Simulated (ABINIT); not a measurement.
# How the form of the self-energy moves the gap of BaTiO3 (P4mm), part 2 of 3

Aim: compare treatments of exchange, screening and correlation for the gap of BaTiO3 (P4mm).

ABINIT 10.8.3; LDA and many-body steps on it, plane waves. Known limits of the many-body steps: not at the basis limit; no spin-orbit coupling; coarse k mesh.

So far. Step 5 (G0W0, Hybertsen-Louie plasmon pole): Against G0W0 in ABINIT (4×4×4 mesh, 109 bands, screening to 152.4 eV, Godby-Needs plasmon pole), the gap moves by +0.744 eV. Step 6 (G0W0, von der Linden-Horsch plasmon pole): Against G0W0 in ABINIT (4×4×4 mesh, 109 bands, screening to 152.4 eV, Godby-Needs plasmon pole), the gap moves by +0.133 eV.

The database entry behind the starting cell differs from later determinations by our own check (c/a about 0.6 % short), so it need not match the best structure at ambient conditions.

## Step 7: G0W0, Engel-Farid plasmon pole

Level of this step: G0W0 on LDA, plane waves, norm-conserving pseudopotentials (ABINIT).

Contents of run.abi:

```
acell 3*1.0 Angstrom
rprim 
  3.999800000000 0.000000000000 0.000000000000
  0.000000000000 3.999800000000 0.000000000000
  0.000000000000 0.000000000000 4.018000000000
ntypat 3
znucl 56 22 8
natom 5
typat 1 2 3 3 3
xred 
  0.000000000000 0.000000000000 0.000000000000
  0.500000000000 0.500000000000 0.490000000000
  0.500000000000 0.500000000000 0.019000000000
  0.500000000000 0.000000000000 0.517000000000
  0.000000000000 0.500000000000 0.517000000000
pp_dirpath "pseudos"
pseudos "Ba.upf, Ti.upf, O.upf"
ecut 38
ngkpt 4 4 4
nshiftk 1
shiftk 0 0 0
kptopt 1
chksymbreak 0
istwfk *1
occopt 1
irdwfk 1
optdriver 4
nband 109
gwcalctyp 0
ecutsigx 38
symsigma 1
nkptgw 2
kptgw 
  0.5000000000 0.5000000000 0.5000000000
  0.0000000000 0.0000000000 0.0000000000
bdgw 
  18 23
  19 23
ecuteps 5.6
irdscr 1
ppmodel 4
indata_prefix "in"
outdata_prefix "out"
tmpdata_prefix "tmp"
```

Started as:

```console
$ OMP_NUM_THREADS=1 mpirun -n 8 abinit run.abi > log
```

The log of the run:

```text
.Version 10.8.3 of ABINIT. v10.8.2 released Aug 2026.

 Symmetries : space group P4 m m (# 99); Bravais tP (primitive tetrag.)
[... echo of the input left out ...]
== DATASET  1 ==================================================================
-   mpi_nproc: 8, omp_nthreads: 1 (-1 if OMP is not activated)

--- !DatasetInfo
iteration_state: {dtset: 1, }
dimensions: {natom: 5, nkpt: 18, mband: 109, nsppol: 1, nspinor: 1, nspden: 1, mpw: 4929, }
cutoff_energies: {ecut:  38.0, pawecutdg:  -1.0, }
[...]
Band     E0 <VxcDFT>   SigX SigC(E0)      Z dSigC/dE  Sig(E)    E-E0       E
[...]
22   8.239 -18.944 -11.874  -5.019   0.801  -0.249 -17.302   1.642   9.881
       23   8.239 -18.944 -11.874  -5.019   0.801  -0.249 -17.302   1.642   9.881

== END DATASET(S) ==============================================================
================================================================================

 -outvars: echo values of variables after computation  --------
           etotal      0.0000000000E+00
            nband         109
             nkpt          18
          spgroup          99
 [... the other variables as echoed above ...]

 Calculation completed.
```

The job ended after 7.4 s (8 MPI ranks of Arm Neoverse V2, shared host; peak memory 1.8 GiB; 58 s of CPU time).

This step gave:

| Quantity | Value |
| --- | --- |
| G0W0 gap on the points computed | 3.498 eV |
| starting gap on the mesh | 1.742 eV |
| k of the valence top | 0.5, 0.5, 0.5 |
| k of the conduction bottom | 0, 0, 0 |
| least direct G0W0 gap on the computed points | 3.783 eV |

Against G0W0 in ABINIT (4×4×4 mesh, 109 bands, screening to 152.4 eV, Godby-Needs plasmon pole), the gap moves by +0.109 eV.

## Step 8: One-shot SEX

This step: one-shot SEX on LDA, plane waves, norm-conserving pseudopotentials.

run.abi: that of step 7 with these lines changed.

```diff
@@ -28,3 +28,3 @@
 nband 109
-gwcalctyp 0
+gwcalctyp 6
 ecutsigx 38
@@ -40,3 +40,2 @@
 irdscr 1
-ppmodel 4
 indata_prefix "in"
```

The log of the run:

```text
.Version 10.8.3 of ABINIT. v10.8.2 released Aug 2026.

 Symmetries : space group P4 m m (# 99); Bravais tP (primitive tetrag.)
[... echo of the input left out ...]
== DATASET  1 ==================================================================
-   mpi_nproc: 8, omp_nthreads: 1 (-1 if OMP is not activated)

--- !DatasetInfo
iteration_state: {dtset: 1, }
dimensions: {natom: 5, nkpt: 18, mband: 109, nsppol: 1, nspinor: 1, nspden: 1, mpw: 4929, }
cutoff_energies: {ecut:  38.0, pawecutdg:  -1.0, }
[...]
Band     E0 <VxcDFT>   SigX SigC(E0)      Z dSigC/dE  Sig(E)    E-E0       E
[...]
22   8.239 -18.944 -11.874   5.031   1.000   0.000  -6.844  12.100  20.339
       23   8.239 -18.944 -11.874   5.031   1.000   0.000  -6.844  12.100  20.339

== END DATASET(S) ==============================================================
================================================================================

 -outvars: echo values of variables after computation  --------
           etotal      0.0000000000E+00
            nband         109
             nkpt          18
          spgroup          99
 [... the other variables as echoed above ...]

 Calculation completed.
```

Wall time 3.8 s (8 MPI ranks); peak memory 1.6 GiB.

This step gave:

```yaml
quasiparticle_gap_on_the_points_computed: 3.25 eV
starting_gap_on_the_mesh: 1.742 eV
k_of_the_valence_top: 0.5, 0.5, 0.5
k_of_the_conduction_bottom: 0, 0, 0
least_direct_quasiparticle_gap_on_the_computed_points: 3.606 eV
```

Against G0W0 in ABINIT (4×4×4 mesh, 109 bands, screening to 152.4 eV, Godby-Needs plasmon pole), the gap moves by −0.139 eV.

## Step 9: One-shot COHSEX

This step: one-shot COHSEX on LDA, plane waves, norm-conserving pseudopotentials.

run.abi: that of step 8 with these lines changed.

```diff
@@ -28,3 +28,3 @@
 nband 109
-gwcalctyp 6
+gwcalctyp 7
 ecutsigx 38
```

The log of the run:

```text
.Version 10.8.3 of ABINIT. v10.8.2 released Aug 2026.

 Symmetries : space group P4 m m (# 99); Bravais tP (primitive tetrag.)
[... echo of the input left out ...]
== DATASET  1 ==================================================================
-   mpi_nproc: 8, omp_nthreads: 1 (-1 if OMP is not activated)

--- !DatasetInfo
iteration_state: {dtset: 1, }
dimensions: {natom: 5, nkpt: 18, mband: 109, nsppol: 1, nspinor: 1, nspden: 1, mpw: 4929, }
cutoff_energies: {ecut:  38.0, pawecutdg:  -1.0, }
[...]
Band     E0 <VxcDFT>   SigX SigC(E0)      Z dSigC/dE  Sig(E)    E-E0       E
[...]
22   8.239 -18.944 -11.874  -7.488   1.000   0.000 -19.362  -0.418   7.820
       23   8.239 -18.944 -11.874  -7.488   1.000   0.000 -19.362  -0.418   7.820

== END DATASET(S) ==============================================================
================================================================================

 -outvars: echo values of variables after computation  --------
           etotal      0.0000000000E+00
            nband         109
             nkpt          18
          spgroup          99
 [... the other variables as echoed above ...]

 Calculation completed.
```

It took 3.8 s on 8 MPI ranks; peak memory 1.6 GiB.

This step gave:

```
quasiparticle gap on the points computed              : 3.845 eV
starting gap on the mesh                              : 1.742 eV
k of the valence top                                  : 0.5, 0.5, 0.5
k of the conduction bottom                            : 0, 0, 0
least direct quasiparticle gap on the computed points : 4.155 eV
```

Against G0W0 in ABINIT (4×4×4 mesh, 109 bands, screening to 152.4 eV, Godby-Needs plasmon pole), the gap moves by +0.456 eV.

## Step 10: One-shot Hartree-Fock

This step: one-shot Hartree-Fock on LDA, plane waves, norm-conserving pseudopotentials.

run.abi: that of step 9 with these lines changed.

```diff
@@ -27,4 +27,4 @@
 optdriver 4
-nband 109
-gwcalctyp 7
+nband 24
+gwcalctyp 5
 ecutsigx 38
@@ -38,4 +38,4 @@
   19 23
-ecuteps 5.6
-irdscr 1
+ixc_sigma 40
+fftgw 31
 indata_prefix "in"
```

The log of the run:

```text
.Version 10.8.3 of ABINIT. v10.8.2 released Aug 2026.

 Symmetries : space group P4 m m (# 99); Bravais tP (primitive tetrag.)
[... echo of the input left out ...]
== DATASET  1 ==================================================================
-   mpi_nproc: 8, omp_nthreads: 1 (-1 if OMP is not activated)

--- !DatasetInfo
iteration_state: {dtset: 1, }
dimensions: {natom: 5, nkpt: 18, mband: 24, nsppol: 1, nspinor: 1, nspden: 1, mpw: 4929, }
cutoff_energies: {ecut:  38.0, pawecutdg:  -1.0, }
[...]
Band     E0 <VxcDFT>   SigX SigC(E0)      Z dSigC/dE  Sig(E)    E-E0       E
[...]
22   8.239 -18.944 -11.874   0.000   1.000   0.000 -11.874   7.069  15.308
       23   8.239 -18.944 -11.874   0.000   1.000   0.000 -11.874   7.069  15.308

== END DATASET(S) ==============================================================
================================================================================

 -outvars: echo values of variables after computation  --------
           etotal      0.0000000000E+00
            nband          24
             nkpt          18
          spgroup          99
 [... the other variables as echoed above ...]

 Calculation completed.
```

Elapsed: 3.9 s, on 8 MPI ranks; peak memory 1.4 GiB.

This step gave:

```yaml
quasiparticle_gap_on_the_points_computed: 13.96 eV
starting_gap_on_the_mesh: 1.742 eV
k_of_the_valence_top: 0, 0, 0
k_of_the_conduction_bottom: 0, 0, 0
least_direct_quasiparticle_gap_on_the_computed_points: 13.96 eV
```

Against G0W0 in ABINIT (4×4×4 mesh, 109 bands, screening to 152.4 eV, Godby-Needs plasmon pole), the gap moves by +10.573 eV.

## Step 11: Screening, 4×4×4 mesh, 109 bands, screening to 152.4 eV

This step: RPA screening on LDA, plane waves, norm-conserving pseudopotentials.

run.abi: that of step 10 with these lines changed.

```diff
@@ -26,16 +26,14 @@
 irdwfk 1
-optdriver 4
-nband 24
-gwcalctyp 5
-ecutsigx 38
-symsigma 1
-nkptgw 2
-kptgw 
-  0.5000000000 0.5000000000 0.5000000000
-  0.0000000000 0.0000000000 0.0000000000
-bdgw 
-  18 23
-  19 23
-ixc_sigma 40
-fftgw 31
+optdriver 3
+nband 109
+ecuteps 5.6
+inclvkb 2
+awtr 1
+symchi 1
+gwcalctyp 2
+nfreqre 16
+freqremax 40 eV
+nfreqim 8
+spmeth 1
+nomegasf 120
 indata_prefix "in"
```

The log of the run:

```text
.Version 10.8.3 of ABINIT. v10.8.2 released Aug 2026.

 Symmetries : space group P4 m m (# 99); Bravais tP (primitive tetrag.)
[... echo of the input left out ...]
== DATASET  1 ==================================================================
-   mpi_nproc: 8, omp_nthreads: 1 (-1 if OMP is not activated)

--- !DatasetInfo
iteration_state: {dtset: 1, }
dimensions: {natom: 5, nkpt: 18, mband: 109, nsppol: 1, nspinor: 1, nspden: 1, mpw: 4929, }
cutoff_energies: {ecut:  38.0, pawecutdg:  -1.0, }
electrons: {nelect:   4.00000000E+01, charge:   0.00000000E+00, occopt:   1.00000000E+00, tsmear:   1.00000000E-02, }

 SCREENING: Calculation of the susceptibility and dielectric matrices

 Based on a program developped by R.W. Godby, V. Olevano, G. Onida, and L. Reining.
 Incorporated in ABINIT by V. Olevano, G.-M. Rignanese, and M. Torrent.
.Using double precision arithmetic ; gwpc =  8

[... cell and pseudopotentials left out ...]
--------------------------------------------------------------------------------

 ==== K-mesh for the wavefunctions ====
 Number of points in the irreducible wedge :    18
[... list of points left out ...]
 Together with  8 symmetry operations and time-reversal symmetry
 yields    64 points in the full Brillouin Zone.

 ==== Q-mesh for the screening function ====
 Number of points in the irreducible wedge :    18
[... list of points left out ...]
 Together with  8 symmetry operations and time-reversal symmetry
 yields    64 points in the full Brillouin Zone.

 setmesh: FFT mesh size selected  =    30x   30x   30
          total number of points  =        27000

 vcoul_init : cutoff-mode = AUXILIARY_FUNCTION
 q-points for optical limit:   1
     1)      0.000010    0.000020    0.000030

- screening: taking advantage of time-reversal symmetry
- Maximum band index for partially occupied states nbvw = 20
- Remaining bands to be divided among processors   nbcw = 89
- Number of bands treated by each node ~11

 Number of electrons calculated from density =   40.0000; Expected =   40.0000
 average of density, n =  0.092210
 r_s =    1.3731
 omega_plasma =   29.2917 [eV]

 calculating chi0 at frequencies [eV] :
  1    0.000000E+00    0.000000E+00
  2    2.666667E+00    0.000000E+00
  3    5.333333E+00    0.000000E+00
[...]
23    0.000000E+00    7.460077E+01
 24    0.000000E+00    1.050387E+02

--------------------------------------------------------------------------------
  q-point number  1        q = ( 0.000000, 0.000000, 0.000000) [r.l.u.]
--------------------------------------------------------------------------------
[... chi0 elements left out ...]
  [... further frequencies ...]

 No. of calculated frequencies >  15, stop printing
 For q-point:  0.000010 0.000020 0.000030
  dielectric constant =   6.4499
  dielectric constant without local fields =   7.0301

  Average fulfillment of the sum rule on Im[epsilon] for q-point    1 :     60.89  [%]
[... wings left out ...]
  q-point number  2        q = ( 0.250000, 0.000000, 0.000000) [r.l.u.]
--------------------------------------------------------------------------------
[... chi0 elements left out ...]
  [... further frequencies ...]

 No. of calculated frequencies >  15, stop printing
  Average fulfillment of the sum rule on Im[epsilon] for q-point    2 :     73.85  [%]

 [... 16 further q-points ...]
```

Wall time 2 min (8 MPI ranks); peak memory 3.7 GiB.

Numbers from this step:

| Property | Result |
| --- | --- |
| ε∞ with local fields, on this mesh, along the program's q direction | 6.450 |
| the same without local fields | 7.030 |
| plasma frequency | 29.29 eV |
| plane waves in the screening matrix | 257 |

## Step 12: G0W0, contour deformation

This step: G0W0 on LDA, plane waves, norm-conserving pseudopotentials.

run.abi: that of step 11 with these lines changed.

```diff
@@ -26,14 +26,17 @@
 irdwfk 1
-optdriver 3
+optdriver 4
 nband 109
+gwcalctyp 2
+ecutsigx 38
+symsigma 1
+nkptgw 2
+kptgw 
+  0.5000000000 0.5000000000 0.5000000000
+  0.0000000000 0.0000000000 0.0000000000
+bdgw 
+  18 23
+  19 23
 ecuteps 5.6
-inclvkb 2
-awtr 1
-symchi 1
-gwcalctyp 2
-nfreqre 16
-freqremax 40 eV
-nfreqim 8
-spmeth 1
-nomegasf 120
+irdscr 1
+gwmem 01
 indata_prefix "in"
```

The log of the run:

```text
.Version 10.8.3 of ABINIT. v10.8.2 released Aug 2026.

 Symmetries : space group P4 m m (# 99); Bravais tP (primitive tetrag.)
[... echo of the input left out ...]
== DATASET  1 ==================================================================
-   mpi_nproc: 8, omp_nthreads: 1 (-1 if OMP is not activated)

--- !DatasetInfo
iteration_state: {dtset: 1, }
dimensions: {natom: 5, nkpt: 18, mband: 109, nsppol: 1, nspinor: 1, nspden: 1, mpw: 4929, }
cutoff_energies: {ecut:  38.0, pawecutdg:  -1.0, }
[...]
Band     E0 <VxcDFT>   SigX SigC(E0)      Z dSigC/dE  Sig(E)    E-E0       E
[...]
23   8.239 -18.944 -11.874  -4.934   0.729  -0.372 -17.387   1.557   9.796
       23   0.000   0.000   0.000   0.000   0.000   0.000   0.000   0.000   0.000

== END DATASET(S) ==============================================================
================================================================================

 -outvars: echo values of variables after computation  --------
           etotal      0.0000000000E+00
            nband         109
             nkpt          18
          spgroup          99
 [... the other variables as echoed above ...]

 Calculation completed.
```

Elapsed: 9.3 s, on 8 MPI ranks; peak memory 1.8 GiB.

This step gave:

| Item | Value |
| --- | --- |
| G0W0 gap on the points computed | 3.408 eV |
| starting gap on the mesh | 1.742 eV |
| k of the valence top | 0.5, 0.5, 0.5 |
| k of the conduction bottom | 0, 0, 0 |
| least direct G0W0 gap on the computed points | 3.683 eV |

Against G0W0 in ABINIT (4×4×4 mesh, 109 bands, screening to 152.4 eV, Godby-Needs plasmon pole), the gap moves by +0.019 eV.

(Part 2 of 3 ends here.)

[Paths, hosts, dates, memory and timing lines, banners, echoed tables and standing remarks are left out of the program output.]

[Logs are printed without paths, hosts, clocks, repeated set-up lines and the standing remarks that a program may print on its own settings, such as how far it seeks lower states.]

[Runs of the session that timed out or met a known fault of the program may be left out.]

[No measured gap is set beside runs whose start may be inverted or whose files or cutoffs have a known fault.]

[Hosts, paths, dates, database ids (printed as entryN), source tags and the programs' standing remarks are cut or masked in the printed files.]

[G0W0 gaps are taken among the corrected bands and points alone; a level outside them can change the order at an edge.]

[Where Ansatz stands beside ABINIT at settings called matched, ABINIT's density can come from a denser mesh and the files from another edition; pairs whose starting gaps differed by over 0.03 eV were left out, so agreement reads better than it is.]
